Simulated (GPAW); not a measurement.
# MgS (P6_3mc): the gap under uniaxial strain, part 2 of 2

Does LDA give the same change of gap under uniaxial strain as G0W0? The case is MgS (P6_3mc).

GPAW 26.7.0; LDA and many-body steps on it, plane waves. Known limits of the many-body steps: extrapolated from modest cutoffs; coarse k mesh.

So far. Step 8 (G0W0, strain +1 %): The gap on the mesh goes from 3.12 eV to 4.93 eV, a correction of +1.81 eV.

## 10. G0W0, strain -2 %

This step: G0W0 on LDA, plane waves, PAW.

The cell differs from the one that the last finished run ended in (c 6.497 → 6.304 Å).

File run.py:

```python
import json
import numpy as np
from gpaw.mpi import world
from gpaw.response.g0w0 import G0W0

gw = G0W0('full.gpw',
    filename='gw',
    kpts=[0],
    bands=(14, 18),
    ecut=np.float64(162.17),
    integrate_gamma='WS',
    ppa=True,
    ecut_extrapolation=True)
gw.calculate()
res = {mode: {k: v for k, v in r.items() if k != 'sigma_eskwn'}
       for mode, r in gw.all_results.items()}

if world.rank == 0:
    with open('result.json', 'w') as f:
        json.dump(res, f, default=lambda x: x.tolist())
```

Command:

```
$ mpirun -n 8 gpaw python run.py
```

Numbers of over 12 decimals in the logs are rounded to 6 here.

Log:

```text
Using integrator: PointIntegrator
FrequencyGridDescriptor(from 0.000+0.000j to 0.000+27.211j eV, 2 points)
Nonperiodic BCs:  [False False False]
Using integrator: PointIntegrator
FrequencyGridDescriptor(from 0.000+0.000j to 0.000+27.211j eV, 2 points)
Nonperiodic BCs:  [False False False]
  ___  _ _ _
 |   || | | |
 | | || | | |
 |__ ||_____|
 |___|

BZ k-points: Symmetries present (total): 6

  [... matrices ...]
18 k-points: 3 x 3 x 2 Monkhorst-Pack grid + [0.000000,0.000000,1/4]
6 k-points in the irreducible part of the Brillouin zone
[...]
Results:
f:      Occupation numbers
eps:     KS-eigenvalues [eV]
vxc:     KS vxc [eV]
exx:     Exact exchange [eV]
sigma:   Self-energies [eV]
dsigma:  Self-energy derivatives
Z:       Renormalization factors
qp:      QP-energies [eV]

k-point 0 (0): (0.000, 0.000, 0.000)                GW
band       f     eps     vxc     exx   sigma  dsigma       Z      qp
                                                                   GW
  14   1.000   1.661 -15.080 -18.199   1.443  -0.280   0.781   0.352
  15   1.000   1.874 -15.285 -18.253   1.351  -0.280   0.782   0.610
  16   0.000   5.091 -11.039  -6.589  -3.771  -0.222   0.818   5.648
  17   0.000   6.232 -10.461  -5.714  -3.826  -0.220   0.820   6.986
```

It took 100 s on 8 MPI ranks of Arm Neoverse V2, shared host; peak memory 2.8 GiB.

This step gave:

```yaml
quasiparticle_gap_on_the_points_computed: 5.037 eV
least_direct_quasiparticle_gap_on_the_computed_points: 5.037 eV
starting_gap_on_the_mesh: 3.217 eV
k_of_the_valence_top: 0, 0, 0
k_of_the_conduction_bottom: 0, 0, 0
gaps_at_the_cutoffs_of_the_extrapolation: 4.942, 4.951, 4.961 eV
```

The gap on the mesh goes from 3.22 eV to 5.04 eV, a correction of +1.82 eV.

Again on this cell's own states.

## 11. One-shot HSE06, strain -2 %

This step: one-shot HSE06 levels on LDA orbitals, plane waves, PAW.

File run.py:

```python
import json
import numpy as np
from gpaw.mpi import world
from gpaw.hybrids.eigenvalues import non_self_consistent_eigenvalues

dft, vxc, vxc_hyb = non_self_consistent_eigenvalues('full.gpw', 'HSE06', 14, 18, kpt_indices=[0])
res = {'dft': dft[0], 'hybrid': (dft - vxc + vxc_hyb)[0]}
if world.rank == 0:
    with open('hybrid.txt', 'w') as f:
        for k, e0, e1 in zip([0], res['dft'], res['hybrid']):
            print(k, ' '.join(f'{x:9.4f}' for x in e0), '|', ' '.join(f'{x:9.4f}' for x in e1), file=f)

if world.rank == 0:
    with open('result.json', 'w') as f:
        json.dump(res, f, default=lambda x: x.tolist())
```

Command:

```
$ mpirun -n 8 gpaw python run.py
```

Log:

```text
IBZ(<points: 6, symmetries: 6>)
Occupied bands: 16
Transforming wave functions from IBZ to BZ: 0.010 seconds
Distributing wave functions and iFFT-ing to real space: 0.030 seconds
Calculating eigenvalues:
  k-points: 1
  Bands: 14-17 (inclusive)
  Seconds: 0.049 (wave-function broadcasting: 0.004 seconds)
HSE06-eigenvalue shifts:
  min: -0.639 eV
  ave: 0.064 eV
  max: 0.792 eV
```

It took 2.1 s on 8 MPI ranks; peak memory 1.2 GiB.

This step gave:

```
starting gap on the mesh                       : 3.217 eV
hybrid gap on the mesh                         : 4.539 eV
least direct hybrid gap on the computed points : 4.539 eV
```

## 12. G0W0, strain +2 %

This step: G0W0 on LDA, plane waves, PAW.

The cell differs from the one that the last finished run ended in (c 6.304 → 6.561 Å).

File run.py:

```python
import json
import numpy as np
from gpaw.mpi import world
from gpaw.response.g0w0 import G0W0

gw = G0W0('full.gpw',
    filename='gw',
    kpts=[0],
    bands=(14, 18),
    ecut=np.float64(157.902),
    integrate_gamma='WS',
    ppa=True,
    ecut_extrapolation=True)
gw.calculate()
res = {mode: {k: v for k, v in r.items() if k != 'sigma_eskwn'}
       for mode, r in gw.all_results.items()}

if world.rank == 0:
    with open('result.json', 'w') as f:
        json.dump(res, f, default=lambda x: x.tolist())
```

Command:

```
$ mpirun -n 8 gpaw python run.py
```

Log:

```text
Using integrator: PointIntegrator
FrequencyGridDescriptor(from 0.000+0.000j to 0.000+27.211j eV, 2 points)
Nonperiodic BCs:  [False False False]
Using integrator: PointIntegrator
FrequencyGridDescriptor(from 0.000+0.000j to 0.000+27.211j eV, 2 points)
Nonperiodic BCs:  [False False False]
  ___  _ _ _
 |   || | | |
 | | || | | |
 |__ ||_____|
 |___|

BZ k-points: Symmetries present (total): 6

  [... matrices ...]
18 k-points: 3 x 3 x 2 Monkhorst-Pack grid + [0.000000,0.000000,1/4]
6 k-points in the irreducible part of the Brillouin zone
[...]
Results:
f:      Occupation numbers
eps:     KS-eigenvalues [eV]
vxc:     KS vxc [eV]
exx:     Exact exchange [eV]
sigma:   Self-energies [eV]
dsigma:  Self-energy derivatives
Z:       Renormalization factors
qp:      QP-energies [eV]

k-point 0 (0): (0.000, 0.000, 0.000)                GW
band       f     eps     vxc     exx   sigma  dsigma       Z      qp
                                                                   GW
  14   1.000   1.406 -15.058 -18.183   1.448  -0.284   0.779   0.100
  15   1.000   1.517 -15.033 -17.990   1.338  -0.283   0.779   0.256
  16   0.000   4.604 -10.874  -6.499  -3.705  -0.223   0.817   5.151
  17   0.000   6.009 -10.427  -5.683  -3.830  -0.223   0.818   6.756
```

The job ended after 1.7 min (8 MPI ranks; peak memory 2.8 GiB; 14 min of CPU time).

This step gave:

* quasiparticle gap on the points computed: 4.896 eV
* least direct quasiparticle gap on the computed points: 4.896 eV
* starting gap on the mesh: 3.087 eV
* k of the valence top: 0, 0, 0
* k of the conduction bottom: 0, 0, 0
* gaps at the cutoffs of the extrapolation: 4.797, 4.806, 4.816 eV

The gap on the mesh goes from 3.09 eV to 4.90 eV, a correction of +1.81 eV.

Again on this cell's own states.

## 13. One-shot HSE06, strain +2 %

This step: one-shot HSE06 levels on LDA orbitals, plane waves, PAW.

File run.py:

```python
import json
import numpy as np
from gpaw.mpi import world
from gpaw.hybrids.eigenvalues import non_self_consistent_eigenvalues

dft, vxc, vxc_hyb = non_self_consistent_eigenvalues('full.gpw', 'HSE06', 14, 18, kpt_indices=[0])
res = {'dft': dft[0], 'hybrid': (dft - vxc + vxc_hyb)[0]}
if world.rank == 0:
    with open('hybrid.txt', 'w') as f:
        for k, e0, e1 in zip([0], res['dft'], res['hybrid']):
            print(k, ' '.join(f'{x:9.4f}' for x in e0), '|', ' '.join(f'{x:9.4f}' for x in e1), file=f)

if world.rank == 0:
    with open('result.json', 'w') as f:
        json.dump(res, f, default=lambda x: x.tolist())
```

Command:

```
$ mpirun -n 8 gpaw python run.py
```

Log:

```text
IBZ(<points: 6, symmetries: 6>)
Occupied bands: 16
Transforming wave functions from IBZ to BZ: 0.010 seconds
Distributing wave functions and iFFT-ing to real space: 0.024 seconds
Calculating eigenvalues:
  k-points: 1
  Bands: 14-17 (inclusive)
  Seconds: 0.053 (wave-function broadcasting: 0.004 seconds)
HSE06-eigenvalue shifts:
  min: -0.641 eV
  ave: 0.060 eV
  max: 0.791 eV
```

Run time: 2.1 s. Hardware: 8 MPI ranks; peak memory 1.2 GiB; 16 s of CPU time.

This step gave:

| Item | Value |
| --- | --- |
| starting gap on the mesh | 3.087 eV |
| hybrid gap on the mesh | 4.389 eV |
| least direct hybrid gap on the computed points | 4.389 eV |

## 14. G0W0, strain -3 %

This step: G0W0 on LDA, plane waves, PAW.

The cell differs from the one that the last finished run ended in (c 6.561 → 6.239 Å).

File run.py:

```python
import json
import numpy as np
from gpaw.mpi import world
from gpaw.response.g0w0 import G0W0

gw = G0W0('full.gpw',
    filename='gw',
    kpts=[0],
    bands=(14, 18),
    ecut=np.float64(163.282),
    integrate_gamma='WS',
    ppa=True,
    ecut_extrapolation=True)
gw.calculate()
res = {mode: {k: v for k, v in r.items() if k != 'sigma_eskwn'}
       for mode, r in gw.all_results.items()}

if world.rank == 0:
    with open('result.json', 'w') as f:
        json.dump(res, f, default=lambda x: x.tolist())
```

Command:

```
$ mpirun -n 8 gpaw python run.py
```

Log:

```text
Using integrator: PointIntegrator
FrequencyGridDescriptor(from 0.000+0.000j to 0.000+27.211j eV, 2 points)
Nonperiodic BCs:  [False False False]
Using integrator: PointIntegrator
FrequencyGridDescriptor(from 0.000+0.000j to 0.000+27.211j eV, 2 points)
Nonperiodic BCs:  [False False False]
  ___  _ _ _
 |   || | | |
 | | || | | |
 |__ ||_____|
 |___|

BZ k-points: Symmetries present (total): 6

  [... matrices ...]
18 k-points: 3 x 3 x 2 Monkhorst-Pack grid + [0.000000,0.000000,1/4]
6 k-points in the irreducible part of the Brillouin zone
[...]
Results:
f:      Occupation numbers
eps:     KS-eigenvalues [eV]
vxc:     KS vxc [eV]
exx:     Exact exchange [eV]
sigma:   Self-energies [eV]
dsigma:  Self-energy derivatives
Z:       Renormalization factors
qp:      QP-energies [eV]

k-point 0 (0): (0.000, 0.000, 0.000)                GW
band       f     eps     vxc     exx   sigma  dsigma       Z      qp
                                                                   GW
  14   1.000   1.729 -15.085 -18.202   1.446  -0.279   0.782   0.422
  15   1.000   1.968 -15.352 -18.323   1.357  -0.279   0.782   0.705
  16   0.000   5.216 -11.076  -6.608  -3.785  -0.221   0.819   5.775
  17   0.000   6.289 -10.474  -5.726  -3.826  -0.220   0.820   7.046
```

Elapsed: 99 s, on 8 MPI ranks; peak memory 2.8 GiB.

This step gave:

* quasiparticle gap on the points computed: 5.070 eV
* least direct quasiparticle gap on the computed points: 5.070 eV
* starting gap on the mesh: 3.249 eV
* k of the valence top: 0, 0, 0
* k of the conduction bottom: 0, 0, 0
* gaps at the cutoffs of the extrapolation: 4.975, 4.984, 4.994 eV

The gap on the mesh goes from 3.25 eV to 5.07 eV, a correction of +1.82 eV.

Again on this cell's own states.

## 15. One-shot HSE06, strain -3 %

This step: one-shot HSE06 levels on LDA orbitals, plane waves, PAW.

File run.py:

```python
import json
import numpy as np
from gpaw.mpi import world
from gpaw.hybrids.eigenvalues import non_self_consistent_eigenvalues

dft, vxc, vxc_hyb = non_self_consistent_eigenvalues('full.gpw', 'HSE06', 14, 18, kpt_indices=[0])
res = {'dft': dft[0], 'hybrid': (dft - vxc + vxc_hyb)[0]}
if world.rank == 0:
    with open('hybrid.txt', 'w') as f:
        for k, e0, e1 in zip([0], res['dft'], res['hybrid']):
            print(k, ' '.join(f'{x:9.4f}' for x in e0), '|', ' '.join(f'{x:9.4f}' for x in e1), file=f)

if world.rank == 0:
    with open('result.json', 'w') as f:
        json.dump(res, f, default=lambda x: x.tolist())
```

Command:

```
$ mpirun -n 8 gpaw python run.py
```

Log:

```text
IBZ(<points: 6, symmetries: 6>)
Occupied bands: 16
Transforming wave functions from IBZ to BZ: 0.009 seconds
Distributing wave functions and iFFT-ing to real space: 0.029 seconds
Calculating eigenvalues:
  k-points: 1
  Bands: 14-17 (inclusive)
  Seconds: 0.046 (wave-function broadcasting: 0.004 seconds)
HSE06-eigenvalue shifts:
  min: -0.639 eV
  ave: 0.064 eV
  max: 0.793 eV
```

Elapsed: 2.1 s, on 8 MPI ranks; peak memory 1.2 GiB.

Numbers from this step:

* starting gap on the mesh: 3.249 eV
* hybrid gap on the mesh: 4.575 eV
* least direct hybrid gap on the computed points: 4.575 eV

## 16. G0W0, strain +3 %

This step: G0W0 on LDA, plane waves, PAW.

The cell differs from the one that the last finished run ended in (c 6.239 → 6.625 Å).

File run.py:

```python
import json
import numpy as np
from gpaw.mpi import world
from gpaw.response.g0w0 import G0W0

gw = G0W0('full.gpw',
    filename='gw',
    kpts=[0],
    bands=(14, 18),
    ecut=np.float64(156.878),
    integrate_gamma='WS',
    ppa=True,
    ecut_extrapolation=True)
gw.calculate()
res = {mode: {k: v for k, v in r.items() if k != 'sigma_eskwn'}
       for mode, r in gw.all_results.items()}

if world.rank == 0:
    with open('result.json', 'w') as f:
        json.dump(res, f, default=lambda x: x.tolist())
```

Command:

```
$ mpirun -n 8 gpaw python run.py
```

Log:

```text
Using integrator: PointIntegrator
FrequencyGridDescriptor(from 0.000+0.000j to 0.000+27.211j eV, 2 points)
Nonperiodic BCs:  [False False False]
Using integrator: PointIntegrator
FrequencyGridDescriptor(from 0.000+0.000j to 0.000+27.211j eV, 2 points)
Nonperiodic BCs:  [False False False]
  ___  _ _ _
 |   || | | |
 | | || | | |
 |__ ||_____|
 |___|

BZ k-points: Symmetries present (total): 6

  [... matrices ...]
18 k-points: 3 x 3 x 2 Monkhorst-Pack grid + [0.000000,0.000000,1/4]
6 k-points in the irreducible part of the Brillouin zone
[...]
Results:
f:      Occupation numbers
eps:     KS-eigenvalues [eV]
vxc:     KS vxc [eV]
exx:     Exact exchange [eV]
sigma:   Self-energies [eV]
dsigma:  Self-energy derivatives
Z:       Renormalization factors
qp:      QP-energies [eV]

k-point 0 (0): (0.000, 0.000, 0.000)                GW
band       f     eps     vxc     exx   sigma  dsigma       Z      qp
                                                                   GW
  14   1.000   1.347 -15.053 -18.178   1.453  -0.285   0.778   0.045
  15   1.000   1.431 -14.974 -17.928   1.342  -0.284   0.779   0.176
  16   0.000   4.484 -10.827  -6.472  -3.685  -0.224   0.817   5.031
  17   0.000   5.956 -10.422  -5.680  -3.830  -0.224   0.817   6.701
```

Run time: 1.7 min. Hardware: 8 MPI ranks; peak memory 2.8 GiB; 14 min of CPU time.

This step gave:

| Quantity | Value |
| --- | --- |
| quasiparticle gap on the points computed | 4.855 eV |
| least direct quasiparticle gap on the computed points | 4.855 eV |
| starting gap on the mesh | 3.053 eV |
| k of the valence top | 0, 0, 0 |
| k of the conduction bottom | 0, 0, 0 |
| gaps at the cutoffs of the extrapolation | 4.758, 4.768, 4.778 eV |

The gap on the mesh goes from 3.05 eV to 4.86 eV, a correction of +1.80 eV.

Again on this cell's own states.

## 17. One-shot HSE06, strain +3 %

This step: one-shot HSE06 levels on LDA orbitals, plane waves, PAW.

File run.py:

```python
import json
import numpy as np
from gpaw.mpi import world
from gpaw.hybrids.eigenvalues import non_self_consistent_eigenvalues

dft, vxc, vxc_hyb = non_self_consistent_eigenvalues('full.gpw', 'HSE06', 14, 18, kpt_indices=[0])
res = {'dft': dft[0], 'hybrid': (dft - vxc + vxc_hyb)[0]}
if world.rank == 0:
    with open('hybrid.txt', 'w') as f:
        for k, e0, e1 in zip([0], res['dft'], res['hybrid']):
            print(k, ' '.join(f'{x:9.4f}' for x in e0), '|', ' '.join(f'{x:9.4f}' for x in e1), file=f)

if world.rank == 0:
    with open('result.json', 'w') as f:
        json.dump(res, f, default=lambda x: x.tolist())
```

Command:

```
$ mpirun -n 8 gpaw python run.py
```

Log:

```text
IBZ(<points: 6, symmetries: 6>)
Occupied bands: 16
Transforming wave functions from IBZ to BZ: 0.009 seconds
Distributing wave functions and iFFT-ing to real space: 0.031 seconds
Calculating eigenvalues:
  k-points: 1
  Bands: 14-17 (inclusive)
  Seconds: 0.052 (wave-function broadcasting: 0.004 seconds)
HSE06-eigenvalue shifts:
  min: -0.641 eV
  ave: 0.060 eV
  max: 0.790 eV
```

Run time: 2.1 s. Hardware: 8 MPI ranks; peak memory 1.2 GiB.

This step gave:

* starting gap on the mesh: 3.053 eV
* hybrid gap on the mesh: 4.351 eV
* least direct hybrid gap on the computed points: 4.351 eV

## 18. The series

One mesh (3×3×2), Godby-Needs plasmon pole, bands tied to the cutoff, extrapolated in the cutoff; uniaxial strain per length. Ions: fractional positions held. Fractional positions are the same in all cells, though this structure has free coordinates, so these are clamped-ion slopes.

```tsv
strain (%)	LDA gap (eV)	HSE06 gap (eV)	G0W0 gap (eV)	least direct G0W0 gap (eV)	G0W0 edges
-3	3.249	4.575	5.070	5.070	Γ to Γ
-2	3.217	4.539	5.037	5.037	Γ to Γ
-1	3.185	4.502	5.003	5.003	Γ to Γ
+0	3.153	4.465	4.966	4.966	Γ to Γ
+1	3.120	4.427	4.931	4.931	Γ to Γ
+2	3.087	4.389	4.896	4.896	Γ to Γ
+3	3.053	4.351	4.855	4.855	Γ to Γ
```

## 19. Summary of results

```json
{"slope under compression": "−32 (LDA), −37 (HSE06) and −35 (G0W0) meV per %", "slope under tension": "−33 (LDA), −38 (HSE06) and −37 (G0W0) meV per %", "ions": "clamped: fractional positions held", "GW settings, unstrained cell": "3×3×2 mesh, screening to 160 eV", "known limits": "extrapolated from modest cutoffs; coarse k mesh"}
```

On the side of compression the slopes of gap against strain are −32 (LDA), −37 (HSE06) and −35 (G0W0) meV per %. On the side of tension the slopes of gap against strain are −33 (LDA), −38 (HSE06) and −37 (G0W0) meV per %. Gaps are read on the mesh, so a valley between its points is missed. These stock PAW sets were not made for GW. In the G0W0, extrapolated in the cutoff run levels were corrected at 1 k point alone, so a gap called «on the mesh» is the least over those, and an edge elsewhere would be missed. The 3×3×2 mesh is coarse for this cell, which bears on the long-range parts of exchange and screening.

[Paths, hosts, dates, memory and timing lines, banners, echoed tables and standing remarks are left out of the program output.]

[Logs are printed without paths, hosts, clocks, repeated set-up lines and the standing remarks that a program may print on its own settings, such as how far it seeks lower states.]

[Runs of the session that timed out or met a known fault of the program may be left out.]

[Hosts, paths, dates, database ids (printed as entryN), source tags and the programs' standing remarks are cut or masked in the printed files.]
